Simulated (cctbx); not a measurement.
# Er2Ru2S7: solution and refinement

Cell a = 12.6040 Å, b = 12.6040 Å, c = 12.6040 Å, α = 90.00°, β = 90.00°, γ = 90.00°; space group Fd-3m (no. 227, origin choice 1); content Er16 Ru16 S56.

Simulated single-crystal data (cctbx): Cu Kα, λ = 1.54184 Å, to d = 0.83 Å, 70 % of the full sphere, strongest reflection 20000 counts, noise from counting, a 4 % proportional error and a noise floor of 4 counts (s.d.); no absorption.

1 earlier start (other random phases, and plain and normalised amplitudes in turn) led nowhere (symmetry correlation 0.86).

Charge flipping in P1 on normalised amplitudes to 0.83 Å, δ = 1.2 σ, 10 % of the reflections treated as weak, 200 cycles:

```text
cycle      R  skewness
    0  0.623     0.46
   16  0.349     4.79
   32  0.316     4.17
   48  0.314     4.10
   64  0.325     4.06
   80  0.330     3.97
   96  0.340     4.04
  112  0.336     4.01
  128  0.331     4.01
  144  0.319     3.90
  160  0.306     3.95
  176  0.312     3.97
  192  0.318     3.90
origin shift          correlation  skewness
 0.480  0.078  0.488      0.978     10.06
 0.480  0.328  0.488      0.978      9.14
 0.230  0.328  0.488      0.978      9.37
 0.230  0.078  0.238      0.978      9.19
taken: symmetry correlation 0.978, skewness 10.06
peak      x       y       z  mult  height/sigma
Q1    0.1250  0.1250  0.1250   16     23.2
Q2    0.1250  0.1250  0.6250   16     15.8
Q3    0.0000  0.0000  0.0000    8      8.1
Q4    0.0000  0.0000  0.5000    8      3.6
Q5    0.0000  0.0000  0.2780   48      2.5
Q6    0.1212  0.1212  0.3788   32      1.3
Q7    0.0700  0.0700  0.5700   32      1.0
Q8    0.0301  0.1237  0.6237   96      1.0
Q9    0.0040  0.1982  0.8018   96      0.9
```

The origin is taken among those within 0.04 of the best correlation, by the skewness of the map.

It took 3.7 s on 1 thread of Arm Neoverse V2, on a shared host, peak memory 0.09 GiB.

**Question.** Which peaks are atoms, and which elements?

Heights go roughly as Z and multiplicities must add up to the content. First model: Q1 = Er1 (16 in the cell, height 23.2), Q2 = Ru1 (16 in the cell, height 15.8), Q3 = S1 (8 in the cell, height 8.1) and Q5 = S2 (48 in the cell, height 2.5). Against the true structure, Q1 is Er, Q2 is Ru, Q3 is S and Q5 is S; the other peaks are not atoms.

Least squares on F², isotropic:

```text
Rint 0.037, 114 unique reflections to 0.83 A
cycle     R1     wR2    GooF  max shift (A)
   1  0.1411  0.3086  15.387   0.08899
   2  0.0063  0.0193   0.963   0.00000
final R1 0.0063 wR2 0.0193 GooF 0.963  parameters 5  data/parameter 22.8
atom        x        y        z      Ueq    occ   su(xyz)  su(Uiso or U11)
Er1    0.12500  0.12500  0.12500   0.0034  1.000  0.00000  0.0001
Ru1    0.12500  0.12500  0.62500   0.0050  1.000  0.00000  0.0001
S1     0.00000  0.00000  0.00000   0.0071  1.000  0.00000  0.0003
S2     0.00000  0.00000  0.28506   0.0061  1.000  0.00005  0.0001
difference map: max 0.56 min -0.30 rms 0.09
Q1    0.0000  0.0000  0.5000    8    0.56  2.71 A from S2
Q2    0.0994  0.0994  0.4006   32    0.37  2.29 A from S2
Q3    0.0000  0.0000  0.1683   48    0.29  1.47 A from S2
Q4    0.0295  0.1404  0.1404   96    0.23  1.23 A from Er1
Q5    0.0000  0.0000  0.2639   48    0.22  0.27 A from S2
```

Anisotropic refinement:

```text
Rint 0.037, 114 unique reflections to 0.83 A
cycle     R1     wR2    GooF  max shift (A)
   1  0.0063  0.0193   0.983   0.00007
   2  0.0061  0.0190   0.963   0.00000
final R1 0.0061 wR2 0.0190 GooF 0.963  parameters 9  data/parameter 12.7
atom        x        y        z      Ueq    occ   su(xyz)  su(Uiso or U11)
Er1    0.12500  0.12500  0.12500   0.0034  1.000  0.00000  0.0001
Ru1    0.12500  0.12500  0.62500   0.0050  1.000  0.00000  0.0001
S1     0.00000  0.00000  0.00000   0.0070  1.000  0.00000  0.0003
S2     0.00000  0.00000  0.28505   0.0061  1.000  0.00005  0.0002
difference map: max 0.60 min -0.68 rms 0.12
Q1    0.0260  0.0260  0.4740   32    0.62  2.43 A from S2
Q2    0.0428  0.0428  0.1377   96    0.38  1.47 A from Er1
Q3    0.1058  0.1058  0.3354   96    0.35  1.99 A from S2
Q4    0.1037  0.1037  0.1037   32    0.32  0.47 A from Er1
Q5    0.0000  0.0000  0.1697   48    0.29  1.45 A from S2
Q6    0.0307  0.1390  0.1390   96    0.25  1.21 A from Er1
```

**Reading.** The refinement ends at R1 = 0.0061, wR2 = 0.0190, GooF = 0.96, with difference density between -0.68 and 0.60 e/Å³. Every site matches the true model in element, within 0.001 Å r.m.s., up to an allowed shift of origin.

True model:

| atom | mult. | x | y | z | Ueq (Å²) |
| --- | --- | --- | --- | --- | --- |
| Er1 | 16 | 3/8 | 5/8 | 3/8 | 0.0033 |
| Ru1 | 16 | 3/8 | 1/8 | 3/8 | 0.0051 |
| S1 | 8 | 0 | 0 | 1/2 | 0.0065 |
| S2 | 48 | 1/2 | 0.7851 | 1/2 | 0.0063 |

The model is made up (kin elements in a known structure type, no relaxation), so it says nothing on whether the phase exists.

[Middle refinement cycles are left out of these outputs.]

[Logs are printed without paths, hosts, clocks, repeated set-up lines and the standing remarks that a program may print on its own settings, such as how far it seeks lower states.]
